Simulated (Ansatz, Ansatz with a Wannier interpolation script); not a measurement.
Planning a run of Ansatz 0.2.0 on Si3N4 (P6_3/m). The input:

```yaml
crystal:
  lattice:
    - [7.6044, 0.0, 0.0]
    - [-3.8022, 6.5856035805, 0.0]
    - [0.0, 0.0, 2.9063]
  atoms:
    - { symbol: Si, position: [0.768477, 0.174557, 0.25] }
    - { symbol: Si, position: [0.59392, 0.768477, 0.75] }
    - { symbol: Si, position: [0.825443, 0.59392, 0.25] }
    - { symbol: Si, position: [0.231523, 0.825443, 0.75] }
    - { symbol: Si, position: [0.40608, 0.231523, 0.25] }
    - { symbol: Si, position: [0.174557, 0.40608, 0.75] }
    - { symbol: "N", position: [0.0305, 0.33024, 0.25] }
    - { symbol: "N", position: [0.70026, 0.0305, 0.75] }
    - { symbol: "N", position: [0.66976, 0.70026, 0.25] }
    - { symbol: "N", position: [0.9695, 0.66976, 0.75] }
    - { symbol: "N", position: [0.29974, 0.9695, 0.25] }
    - { symbol: "N", position: [0.33024, 0.29974, 0.75] }
    - { symbol: "N", position: [0.6666666667, 0.3333333333, 0.25] }
    - { symbol: "N", position: [0.3333333333, 0.6666666667, 0.75] }
kpoints:
  mp_grid: { grid: [3, 3, 3] }
hamiltonian:
  xc: lda
scf:
  occupations: { method: fixed }
gw:
  n_empty_bands: 607
  ecut_chi: 150.0
  qp_bands: [v24, c12]
  screening: { model: contour_deformation }
```

```sh
ansatz run input.yaml --threads 3 --pin off --max-ram 92160MiB --backend cuda --events-out ev --progress --plain --runs-dir out --devices 1 --max-vram 13GiB  # rebuilt from the run's record
```

Q: Estimate wall time and host memory on 1 × NVIDIA H100 80GB HBM3 (shared by 6 runs) with 3 threads of AMD EPYC 7R13 (Zen 3), shared host.

It took 18 s; on shared hardware allow 9.2 s to 37 s. Peak host memory was 1.6 GiB. The sizes that set the cost: 2823 plane waves a state, 6 irreducible k points, 639 bands summed, 611 plane waves in the screening and 7 SCF cycles.

The screening grows as filled bands × empty bands × pairs of k points, times the square of the screening basis for the matrix.

[Paths, hosts, dates, memory and timing lines, banners, echoed tables and standing remarks are left out of the program output.]

[Logs are printed without paths, hosts, clocks, repeated set-up lines and the standing remarks that a program may print on its own settings, such as how far it seeks lower states.]

[Runs of the session that timed out or met a known fault of the program may be left out.]

[Hosts, paths, dates, database ids (printed as entryN), source tags and the programs' standing remarks are cut or masked in the printed files.]
